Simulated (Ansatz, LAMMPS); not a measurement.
# Squeezing and shearing Ga2O3 with crystalline order left by the classical run (95 atoms), part 3 of 4

Aim: relax Ga2O3 with crystalline order left by the classical run (95 atoms), then change its volume and shape to read moduli from the stress.

Ansatz 0.2.0; Kohn-Sham DFT, PBE, PAW (set soft_1), plane waves.

The cell: 38 Ga and 57 O. The quench rate of 50 K/ps far exceeds what a furnace or splat quench reaches. The network of bonds at the start is that of the classical potential that made the cell. The Brillouin zone is sampled at Γ only.

So far. Step 6 (Volume +3 %): The relaxation converged after 6 steps, 0.177 eV below its start, with a largest force component of 0.044 eV/Å. Step 6 (Volume +3 %): Volume +3 %: the energy stands 0.320 eV above that of the reference, at a pressure of -3.11 GPa.

### Step 7. Volume -6 %

The relaxed cell is scaled to another volume.

File input.yaml:

```yaml
crystal:
  lattice:
    - [9.68265, 0.26971, -0.22332]
    - [0.26971, 10.32056, 0.34469]
    - [-0.22332, 0.34469, 9.89372]
  atoms:
    [... the 95 atom lines of step 4 ...]
kpoints:
  mp_grid: { grid: [1, 1, 1] }
hamiltonian:
  xc: pbe
  pseudopotentials: { kind: paw, azcp: { folder: soft_1 } }
scf:
  occupations: { method: fixed }
output:
  forces: true
  eigenvalues: true
  stress: true
relax:
  f_tol: 0.05
  max_steps: 70
```

On the command line:

```bash
$ ansatz run input.yaml --threads 4 --pin off --max-ram 8192MiB --backend cpu --events-out ev --progress --plain --runs-dir out
```

Numbers of over 12 decimals in the logs are rounded to 6 here.

The log of the run:

```text
[...]
Crystal: 95 atoms, lattice volume = 986.257 Å³
Basis set: ecut = 420 eV, 19293 PW (Γ), exchange–correlation on 144×144×144 points (8 copies of the dense FFT grid, shifted against one another)
Bands: 513, of which v1, the nominal top of the filled ones, is band 418 counted from 1 (417 counted from 0)
Symmetry: 1 space group operations
[...]
k-points: 1
[...]
SCF iter   1: F=—  HF=-176144.004317 eV  |F-HF|=—  |Δ(HF+E_count)|=         —  Δρ=1.24e-1  dr2=7.57e1  ethr=3.10e-3  ⟨swp⟩=4.0  Hψ=1411  notcnv=0  defer=88
[...]
SCF iter   8: F=—  HF=-176119.385198 eV  |F-HF|=—  |Δ(HF+E_count)|=   1.80e-4  Δρ=9.17e-5  dr2=7.54e-5  ethr=1.59e-7  ⟨swp⟩=2.0  Hψ=843  notcnv=0  defer=93
SCF iter   9: F=-176119.385260 eV  HF=-176119.385264 eV  |F-HF|=3.72e-6  |Δ(HF+E_count)|=   6.53e-5  Δρ=4.24e-5  dr2=1.49e-5  ethr=7.48e-9  ⟨swp⟩=11.0  Hψ=2391  notcnv=0
SCF 1 converged in 9 iterations: F = -176119.385260 eV  dr2 = 1.49e-5
[...]
relax step   1: F+E_penalty+E_count = -176119.38526012 eV  Δ(F+E_penalty+E_count) = +0.000e0 eV  max|allowed force component| = 5.840e-1 eV/Å  Δτ_max = 0.0000 Å  (9 SCF iters, dr2 threshold 6.25e-5 eV, accepted)
[...]
relax step   2: F+E_penalty+E_count = -176119.72116995 eV  Δ(F+E_penalty+E_count) = -3.359e-1 eV  max|allowed force component| = 3.374e-1 eV/Å  Δτ_max = 0.0590 Å  (6 SCF iters, dr2 threshold 2.13e-5 eV, accepted)
[...]
relax step   3: F+E_penalty+E_count = -176119.99807253 eV  Δ(F+E_penalty+E_count) = -2.769e-1 eV  max|allowed force component| = 2.688e-1 eV/Å  Δτ_max = 0.0961 Å  (8 SCF iters, dr2 threshold 7.11e-6 eV, accepted)
relax step   4: F+E_penalty+E_count = -176120.17997982 eV  Δ(F+E_penalty+E_count) = -1.819e-1 eV  max|allowed force component| = 1.178e-1 eV/Å  Δτ_max = 0.2000 Å  (7 SCF iters, dr2 threshold 2.41e-5 eV, accepted)
relax step   5: F+E_penalty+E_count = -176120.23495613 eV  Δ(F+E_penalty+E_count) = -5.498e-2 eV  max|allowed force component| = 1.145e-1 eV/Å  Δτ_max = 0.2000 Å  (8 SCF iters, dr2 threshold 2.67e-6 eV, accepted)
relax step   6: F+E_penalty+E_count = -176120.24608737 eV  Δ(F+E_penalty+E_count) = -1.113e-2 eV  max|allowed force component| = 6.007e-2 eV/Å  Δτ_max = 0.2000 Å  (8 SCF iters, dr2 threshold 2.52e-6 eV, accepted)
relax step   7: F+E_penalty+E_count = -176120.26598938 eV  Δ(F+E_penalty+E_count) = -1.990e-2 eV  max|allowed force component| = 1.766e-1 eV/Å  Δτ_max = 0.2000 Å  (9 SCF iters, accepted)
relax step   8: F+E_penalty+E_count = -176120.25050671 eV  Δ(F+E_penalty+E_count) = +1.548e-2 eV  max|allowed force component| = 3.725e-1 eV/Å  Δτ_max = 0.1960 Å  (7 SCF iters, dr2 threshold 8.58e-6 eV, rejected (line search))
relax step   9: F+E_penalty+E_count = -176120.28838402 eV  Δ(F+E_penalty+E_count) = -2.239e-2 eV  max|allowed force component| = 3.949e-2 eV/Å  Δτ_max = 0.0980 Å  (9 SCF iters, accepted)
relax step  10: F+E_penalty+E_count = -176120.28059719 eV  Δ(F+E_penalty+E_count) = +7.787e-3 eV  max|allowed force component| = 2.465e-1 eV/Å  Δτ_max = 0.0933 Å  (9 SCF iters, rejected (line search))
[...]
relax step  11: F+E_penalty+E_count = -176120.29145731 eV  Δ(F+E_penalty+E_count) = -3.073e-3 eV  max|allowed force component| = 3.792e-2 eV/Å  Δτ_max = 0.0357 Å  (9 SCF iters, accepted)
SCF converged after 9 iterations
Free energy (F): -176120.291457 eV
[...]
Internal energy: -176120.291457 eV  (E = F + TS)
E sigma→0 (E₀):  -176120.291457 eV
Fermi energy:    8.611853 eV
[...]
Σ components = -176120.291457   (vs F -176120.291457, Δ=0.00e0)
--- Forces (eV/Å), atoms counted from 1 ---
  atom   1  Ga    -0.01265100    -0.01424859     0.02824265
  atom   2  Ga     0.00928135    -0.00747595     0.00429396
  atom   3  Ga    -0.00273992     0.00021425    -0.00156617
  atom   4  Ga     0.02683295    -0.01033667     0.01741939
[...]
atom  95  O     -0.00558155    -0.00466770    -0.00232776
  max |Σ_I F_I| component: 2.13e-5 eV/Å
--- Stress (GPa, compression-positive) ---
        7.884025      -0.872215      -0.227812
       -0.872215       7.072292      -1.579348
       -0.227812      -1.579348       9.440309
  P = ⅓ Tr σ = 8.1322 GPa (81.322 kbar)
--- Band table (eV) ---
[...]
--- Relaxed structure (11 steps of the walk, 9 accepted, 0 SCFs on fresh bases) ---
  F+E_penalty+E_count = -176120.29145731 eV   max|allowed force component| = 3.792e-2 eV/Å
  atoms:
    - { symbol: Ga, position: [0.295868, 0.386520, 0.860750] }
    - { symbol: Ga, position: [0.525213, 0.779883, 0.130224] }
    - { symbol: Ga, position: [0.900253, 0.998860, 0.820102] }
    - { symbol: Ga, position: [0.975589, 0.272865, 0.775483] }
[...]
- { symbol: O, position: [0.281621, 0.131200, 0.085125] }
```

The job ended after 3.3 min (4 threads of Arm Neoverse V2, shared host; peak memory 1.6 GiB).

The relaxation converged after 11 steps, 0.906 eV below its start, with a largest force component of 0.038 eV/Å.

Volume -6 %: the energy stands 1.44 eV above that of the reference, at a pressure of 8.13 GPa.

### Step 8. Volume +6 %

The relaxed cell is scaled to another volume.

input.yaml, the sections that differ from step 7:

```yaml
crystal:
  lattice:
    - [10.07829, 0.28073, -0.23244]
    - [0.28073, 10.74226, 0.35877]
    - [-0.23244, 0.35877, 10.29799]
  atoms:
    [... the 95 atom lines of step 4 ...]
# kpoints, hamiltonian, scf, output, relax: as in step 7
```

The log of the run:

```text
[...]
Crystal: 95 atoms, lattice volume = 1112.162 Å³
Basis set: ecut = 420 eV, 21703 PW (Γ), exchange–correlation on 144×144×144 points (8 copies of the dense FFT grid, shifted against one another)
Bands: 513, of which v1, the nominal top of the filled ones, is band 418 counted from 1 (417 counted from 0)
Symmetry: 1 space group operations
[...]
k-points: 1
[...]
SCF iter   1: F=—  HF=-176141.936217 eV  |F-HF|=—  |Δ(HF+E_count)|=         —  Δρ=1.12e-1  dr2=6.49e1  ethr=3.10e-3  ⟨swp⟩=4.0  Hψ=1360  notcnv=0  defer=88
[...]
SCF iter   9: F=—  HF=-176119.848961 eV  |F-HF|=—  |Δ(HF+E_count)|=   1.88e-4  Δρ=1.07e-4  dr2=1.09e-4  ethr=2.08e-8  ⟨swp⟩=2.0  Hψ=843  notcnv=0  defer=93
SCF iter  10: F=-176119.848952 eV  HF=-176119.848948 eV  |F-HF|=3.75e-6  |Δ(HF+E_count)|=   1.29e-5  Δρ=1.47e-5  dr2=2.90e-6  ethr=7.48e-9  ⟨swp⟩=9.0  Hψ=2794  notcnv=0
SCF 1 converged in 10 iterations: F = -176119.848952 eV  dr2 = 2.90e-6
[...]
relax step   1: F+E_penalty+E_count = -176119.84895205 eV  Δ(F+E_penalty+E_count) = +0.000e0 eV  max|allowed force component| = 4.520e-1 eV/Å  Δτ_max = 0.0000 Å  (10 SCF iters, dr2 threshold 6.25e-5 eV, accepted)
[...]
relax step   2: F+E_penalty+E_count = -176120.11498496 eV  Δ(F+E_penalty+E_count) = -2.660e-1 eV  max|allowed force component| = 2.914e-1 eV/Å  Δτ_max = 0.0657 Å  (7 SCF iters, dr2 threshold 1.28e-5 eV, accepted)
[...]
relax step   3: F+E_penalty+E_count = -176120.33281907 eV  Δ(F+E_penalty+E_count) = -2.178e-1 eV  max|allowed force component| = 3.116e-1 eV/Å  Δτ_max = 0.0872 Å  (8 SCF iters, dr2 threshold 5.31e-6 eV, accepted)
relax step   4: F+E_penalty+E_count = -176120.50572050 eV  Δ(F+E_penalty+E_count) = -1.729e-1 eV  max|allowed force component| = 1.650e-1 eV/Å  Δτ_max = 0.2000 Å  (8 SCF iters, dr2 threshold 4.04e-5 eV, accepted)
relax step   5: F+E_penalty+E_count = -176120.54311671 eV  Δ(F+E_penalty+E_count) = -3.740e-2 eV  max|allowed force component| = 6.712e-2 eV/Å  Δτ_max = 0.1851 Å  (8 SCF iters, dr2 threshold 7.64e-6 eV, accepted)
relax step   6: F+E_penalty+E_count = -176120.55383700 eV  Δ(F+E_penalty+E_count) = -1.072e-2 eV  max|allowed force component| = 8.421e-2 eV/Å  Δτ_max = 0.2000 Å  (11 SCF iters, accepted)
relax step   7: F+E_penalty+E_count = -176120.54833226 eV  Δ(F+E_penalty+E_count) = +5.505e-3 eV  max|allowed force component| = 3.816e-1 eV/Å  Δτ_max = 0.1951 Å  (10 SCF iters, rejected (line search))
relax step   8: F+E_penalty+E_count = -176120.56621335 eV  Δ(F+E_penalty+E_count) = -1.238e-2 eV  max|allowed force component| = 1.179e-1 eV/Å  Δτ_max = 0.0963 Å  (9 SCF iters, accepted)
relax step   9: F+E_penalty+E_count = -176120.58259603 eV  Δ(F+E_penalty+E_count) = -1.638e-2 eV  max|allowed force component| = 1.873e-1 eV/Å  Δτ_max = 0.0975 Å  (6 SCF iters, dr2 threshold 1.39e-5 eV, accepted)
relax step  10: F+E_penalty+E_count = -176120.61022315 eV  Δ(F+E_penalty+E_count) = -2.763e-2 eV  max|allowed force component| = 2.947e-1 eV/Å  Δτ_max = 0.1463 Å  (6 SCF iters, dr2 threshold 3.51e-5 eV, accepted)
relax step  11: F+E_penalty+E_count = -176120.73408521 eV  Δ(F+E_penalty+E_count) = -1.239e-1 eV  max|allowed force component| = 2.348e-1 eV/Å  Δτ_max = 0.2000 Å  (7 SCF iters, dr2 threshold 8.69e-5 eV, accepted)
relax step  12: F+E_penalty+E_count = -176120.80438123 eV  Δ(F+E_penalty+E_count) = -7.030e-2 eV  max|allowed force component| = 2.309e-1 eV/Å  Δτ_max = 0.2000 Å  (7 SCF iters, dr2 threshold 3.50e-5 eV, accepted)
relax step  13: F+E_penalty+E_count = -176120.88999998 eV  Δ(F+E_penalty+E_count) = -8.562e-2 eV  max|allowed force component| = 1.005e-1 eV/Å  Δτ_max = 0.2000 Å  (8 SCF iters, dr2 threshold 3.38e-5 eV, accepted)
relax step  14: F+E_penalty+E_count = -176120.96541038 eV  Δ(F+E_penalty+E_count) = -7.541e-2 eV  max|allowed force component| = 1.095e-1 eV/Å  Δτ_max = 0.2000 Å  (10 SCF iters, accepted)
relax step  15: F+E_penalty+E_count = -176120.79483062 eV  Δ(F+E_penalty+E_count) = +1.706e-1 eV  max|allowed force component| = 1.382e0 eV/Å  Δτ_max = 0.1978 Å  (11 SCF iters, rejected (line search))
[...]
relax step  16: F+E_penalty+E_count = -176121.00273299 eV  Δ(F+E_penalty+E_count) = -3.732e-2 eV  max|allowed force component| = 3.661e-2 eV/Å  Δτ_max = 0.0989 Å  (9 SCF iters, accepted)
SCF converged after 9 iterations
Free energy (F): -176121.002733 eV
[...]
Internal energy: -176121.002733 eV  (E = F + TS)
E sigma→0 (E₀):  -176121.002733 eV
Fermi energy:    7.062234 eV
[...]
Σ components = -176121.002733   (vs F -176121.002733, Δ=0.00e0)
--- Forces (eV/Å), atoms counted from 1 ---
  atom   1  Ga    -0.00818176    -0.02691548    -0.00500322
  atom   2  Ga     0.00612426     0.00012717     0.00594590
  atom   3  Ga     0.00841809     0.00129464    -0.00296601
  atom   4  Ga     0.00170739    -0.00807963    -0.00519163
[...]
atom  95  O      0.00058593     0.00750680     0.01078633
  max |Σ_I F_I| component: 6.86e-5 eV/Å
--- Stress (GPa, compression-positive) ---
       -3.142825       0.175089       0.238020
        0.175089      -6.023516       0.894789
        0.238020       0.894789      -4.405183
  P = ⅓ Tr σ = -4.5238 GPa (-45.238 kbar)
--- Band table (eV) ---
[...]
--- Relaxed structure (16 steps of the walk, 14 accepted, 0 SCFs on fresh bases) ---
  F+E_penalty+E_count = -176121.00273299 eV   max|allowed force component| = 3.661e-2 eV/Å
  atoms:
    - { symbol: Ga, position: [0.312953, 0.410202, 0.875008] }
    - { symbol: Ga, position: [0.530342, 0.784428, 0.118028] }
    - { symbol: Ga, position: [0.900117, 0.975151, 0.821185] }
    - { symbol: Ga, position: [0.958346, 0.238262, 0.783857] }
[...]
- { symbol: O, position: [0.290367, 0.137436, 0.075731] }
```

Elapsed: 5.6 min, on 4 threads; peak memory 1.7 GiB.

The relaxation converged after 16 steps, 1.15 eV below its start, with a largest force component of 0.037 eV/Å.

Volume +6 %: the energy stands 0.729 eV above that of the reference, at a pressure of -4.52 GPa.

### Step 9. Volume -10 %

The relaxed cell is scaled to another volume.

Input and log are left out; they have the form of those shown for this kind of step.

Wall time 2 min (4 threads of Arm Neoverse V2, shared host); peak memory 1.6 GiB; 7.6 min of CPU time.

The relaxation converged after 7 steps, 2.51 eV below its start, with a largest force component of 0.027 eV/Å.

Volume -10 %: the energy stands 4.54 eV above that of the reference, at a pressure of 15.6 GPa.

### Step 10. Stretched by 1 % along x

The relaxed cell is strained along x alone, which gives the stiffness along x and its coupling to y and z.

input.yaml, the sections that differ from step 8:

```yaml
crystal:
  lattice:
    - [9.98327, 0.27533, -0.22797]
    - [0.27808, 10.53563, 0.35187]
    - [-0.23025, 0.35187, 10.0999]
  atoms:
    [... the 95 atom lines of step 4 ...]
# kpoints, hamiltonian, scf, output, relax: as in step 8
```

The log of the run:

```text
[...]
Crystal: 95 atoms, lattice volume = 1059.701 Å³
Basis set: ecut = 420 eV, 20699 PW (Γ), exchange–correlation on 144×144×144 points (8 copies of the dense FFT grid, shifted against one another)
Bands: 513, of which v1, the nominal top of the filled ones, is band 418 counted from 1 (417 counted from 0)
Symmetry: 1 space group operations
[...]
k-points: 1
[...]
SCF iter   1: F=—  HF=-176144.616150 eV  |F-HF|=—  |Δ(HF+E_count)|=         —  Δρ=1.16e-1  dr2=6.89e1  ethr=3.10e-3  ⟨swp⟩=4.0  Hψ=1364  notcnv=0  defer=88
[...]
SCF iter  10: F=-176121.635034 eV  HF=-176121.635034 eV  |F-HF|=9.05e-9  |Δ(HF+E_count)|=   8.31e-7  Δρ=2.63e-5  dr2=6.36e-6  ethr=3.56e-9  ⟨swp⟩=2.0  Hψ=1623  notcnv=0
SCF 1 converged in 10 iterations: F = -176121.635034 eV  dr2 = 6.36e-6
[...]
relax step   1: F+E_penalty+E_count = -176121.63503363 eV  Δ(F+E_penalty+E_count) = +0.000e0 eV  max|allowed force component| = 1.825e-1 eV/Å  Δτ_max = 0.0000 Å  (10 SCF iters, dr2 threshold 6.25e-5 eV, accepted)
[...]
relax step   2: F+E_penalty+E_count = -176121.65435028 eV  Δ(F+E_penalty+E_count) = -1.932e-2 eV  max|allowed force component| = 1.240e-1 eV/Å  Δτ_max = 0.0140 Å  (8 SCF iters, accepted)
[...]
relax step   3: F+E_penalty+E_count = -176121.66867851 eV  Δ(F+E_penalty+E_count) = -1.433e-2 eV  max|allowed force component| = 9.839e-2 eV/Å  Δτ_max = 0.0159 Å  (8 SCF iters, accepted)
relax step   4: F+E_penalty+E_count = -176121.67749622 eV  Δ(F+E_penalty+E_count) = -8.818e-3 eV  max|allowed force component| = 2.842e-2 eV/Å  Δτ_max = 0.0434 Å  (7 SCF iters, dr2 threshold 4.47e-6 eV, accepted)
[...]
relax step   5: F+E_penalty+E_count = -176121.67749713 eV  Δ(F+E_penalty+E_count) = -9.130e-7 eV  max|allowed force component| = 2.842e-2 eV/Å  Δτ_max = 0.0000 Å  (4 SCF iters, accepted)
SCF converged after 4 iterations
Free energy (F): -176121.677497 eV
[...]
Internal energy: -176121.677497 eV  (E = F + TS)
E sigma→0 (E₀):  -176121.677497 eV
Fermi energy:    7.580530 eV
[...]
--- Forces (eV/Å), atoms counted from 1 ---
  atom   1  Ga     0.01371391    -0.00707760     0.00300888
  atom   2  Ga     0.00867853     0.01329226    -0.00494095
  atom   3  Ga    -0.01513920    -0.00131089    -0.01299077
  atom   4  Ga    -0.01435444     0.01380322     0.00286797
  atom   5  Ga    -0.00805992     0.00175098    -0.00370962
  atom   6  Ga    -0.01065638     0.01430949     0.00651102
  atom   7  Ga     0.00220854     0.00617112    -0.02127310
  atom   8  Ga    -0.01310125     0.00259943     0.00621942
  atom   9  Ga    -0.00403742     0.02842160     0.00020523
  atom  10  Ga    -0.01220154    -0.00038040    -0.00462406
  atom  11  Ga    -0.00389097    -0.01172993     0.00427923
  atom  12  Ga    -0.00480528    -0.00521898    -0.01377417
  atom  13  Ga    -0.00655300    -0.01804136     0.00677460
  atom  14  Ga    -0.01381745    -0.01016259     0.01295610
[...]
atom  94  O     -0.01220766     0.00936785     0.00883579
  atom  95  O      0.00235507     0.00126652     0.00130605
  max |Σ_I F_I| component: 2.31e-5 eV/Å
--- Stress (GPa, compression-positive) ---
       -1.459832      -0.021631       0.111952
       -0.021631      -0.699570       0.076488
        0.111952       0.076488      -0.680135
  P = ⅓ Tr σ = -0.9465 GPa (-9.465 kbar)
--- Band table (eV) ---
[...]
--- Relaxed structure (5 steps of the walk, 5 accepted, 0 SCFs on fresh bases) ---
  F+E_penalty+E_count = -176121.67749713 eV   max|allowed force component| = 2.842e-2 eV/Å
  atoms:
    - { symbol: Ga, position: [0.308923, 0.400662, 0.878056] }
    - { symbol: Ga, position: [0.529003, 0.785291, 0.125830] }
    - { symbol: Ga, position: [0.901266, 0.985849, 0.815342] }
    - { symbol: Ga, position: [0.958810, 0.246042, 0.763211] }
[...]
- { symbol: O, position: [0.282829, 0.135020, 0.078920] }
```

It took 96 s on 4 threads; peak memory 1.7 GiB; 6 min of CPU time.

The relaxation converged after 5 steps, 0.0425 eV below its start, with a largest force component of 0.028 eV/Å.

Stretched by 1 % along x: the energy stands 0.0538 eV above that of the reference, at a pressure of -0.947 GPa.

### Step 11. Compressed by 1 % along x

The relaxed cell is strained along x alone, which gives the stiffness along x and its coupling to y and z.

input.yaml, the sections that differ from step 10:

```yaml
crystal:
  lattice:
    - [9.78559, 0.27533, -0.22797]
    - [0.27258, 10.53563, 0.35187]
    - [-0.22569, 0.35187, 10.0999]
  atoms:
    [... the 95 atom lines of step 4 ...]
# kpoints, hamiltonian, scf, output, relax: as in step 10
```

The log of the run:

```text
[...]
Crystal: 95 atoms, lattice volume = 1038.718 Å³
Basis set: ecut = 420 eV, 20293 PW (Γ), exchange–correlation on 144×144×144 points (8 copies of the dense FFT grid, shifted against one another)
Bands: 513, of which v1, the nominal top of the filled ones, is band 418 counted from 1 (417 counted from 0)
Symmetry: 1 space group operations
[...]
k-points: 1
[...]
SCF iter   1: F=—  HF=-176145.038235 eV  |F-HF|=—  |Δ(HF+E_count)|=         —  Δρ=1.18e-1  dr2=7.06e1  ethr=3.10e-3  ⟨swp⟩=4.0  Hψ=1386  notcnv=0  defer=88
[...]
SCF iter   8: F=—  HF=-176121.632206 eV  |F-HF|=—  |Δ(HF+E_count)|=   3.79e-4  Δρ=8.68e-5  dr2=7.68e-5  ethr=2.99e-7  ⟨swp⟩=2.0  Hψ=842  notcnv=0  defer=93
SCF iter   9: F=-176121.632295 eV  HF=-176121.632305 eV  |F-HF|=9.53e-6  |Δ(HF+E_count)|=   9.86e-5  Δρ=4.90e-5  dr2=2.11e-5  ethr=7.48e-9  ⟨swp⟩=11.0  Hψ=2293  notcnv=0
SCF 1 converged in 9 iterations: F = -176121.632295 eV  dr2 = 2.11e-5
[...]
relax step   1: F+E_penalty+E_count = -176121.63229534 eV  Δ(F+E_penalty+E_count) = +0.000e0 eV  max|allowed force component| = 2.021e-1 eV/Å  Δτ_max = 0.0000 Å  (9 SCF iters, dr2 threshold 6.25e-5 eV, accepted)
[...]
relax step   2: F+E_penalty+E_count = -176121.65228362 eV  Δ(F+E_penalty+E_count) = -1.999e-2 eV  max|allowed force component| = 1.317e-1 eV/Å  Δτ_max = 0.0132 Å  (6 SCF iters, dr2 threshold 2.55e-6 eV, accepted)
[...]
relax step   3: F+E_penalty+E_count = -176121.66708084 eV  Δ(F+E_penalty+E_count) = -1.480e-2 eV  max|allowed force component| = 8.910e-2 eV/Å  Δτ_max = 0.0159 Å  (8 SCF iters, accepted)
relax step   4: F+E_penalty+E_count = -176121.67369059 eV  Δ(F+E_penalty+E_count) = -6.610e-3 eV  max|allowed force component| = 2.049e-2 eV/Å  Δτ_max = 0.0344 Å  (6 SCF iters, dr2 threshold 3.37e-6 eV, accepted)
[...]
relax step   5: F+E_penalty+E_count = -176121.67369150 eV  Δ(F+E_penalty+E_count) = -9.059e-7 eV  max|allowed force component| = 2.070e-2 eV/Å  Δτ_max = 0.0000 Å  (4 SCF iters, accepted)
SCF converged after 4 iterations
Free energy (F): -176121.673691 eV
[...]
Internal energy: -176121.673691 eV  (E = F + TS)
E sigma→0 (E₀):  -176121.673691 eV
Fermi energy:    7.870813 eV
[...]
Σ components = -176121.673691   (vs F -176121.673691, Δ=0.00e0)
--- Forces (eV/Å), atoms counted from 1 ---
  atom   1  Ga    -0.00727140     0.00548228    -0.00108266
  atom   2  Ga    -0.00804386    -0.01076194     0.00016433
  atom   3  Ga     0.01560940     0.00099002     0.01357543
  atom   4  Ga     0.01030210    -0.01511411    -0.00074159
[...]
atom  95  O     -0.00227802    -0.00166612    -0.00378645
  max |Σ_I F_I| component: 8.21e-5 eV/Å
--- Stress (GPa, compression-positive) ---
        1.675828       0.010882      -0.117625
        0.010882       0.829794      -0.015206
       -0.117625      -0.015206       0.797378
  P = ⅓ Tr σ = 1.1010 GPa (11.010 kbar)
--- Band table (eV) ---
[...]
--- Relaxed structure (5 steps of the walk, 5 accepted, 0 SCFs on fresh bases) ---
  F+E_penalty+E_count = -176121.67369150 eV   max|allowed force component| = 2.070e-2 eV/Å
  atoms:
    - { symbol: Ga, position: [0.308138, 0.399030, 0.876332] }
    - { symbol: Ga, position: [0.530187, 0.784791, 0.126517] }
    - { symbol: Ga, position: [0.899615, 0.988456, 0.814817] }
    - { symbol: Ga, position: [0.958075, 0.249021, 0.762885] }
[...]
- { symbol: O, position: [0.281640, 0.134885, 0.080604] }
```

It took 88 s on 4 threads; peak memory 1.7 GiB; 5.6 min of CPU time.

The relaxation converged after 5 steps, 0.0414 eV below its start, with a largest force component of 0.021 eV/Å.

Compressed by 1 % along x: the energy stands 0.0576 eV above that of the reference, at a pressure of 1.10 GPa.

[end of part 3 of 4]

[Logs are printed without paths, hosts, clocks, repeated set-up lines and the standing remarks that a program may print on its own settings, such as how far it seeks lower states.]

[Hosts, paths, dates, database ids (printed as entryN), source tags and the programs' standing remarks are cut or masked in the printed files.]
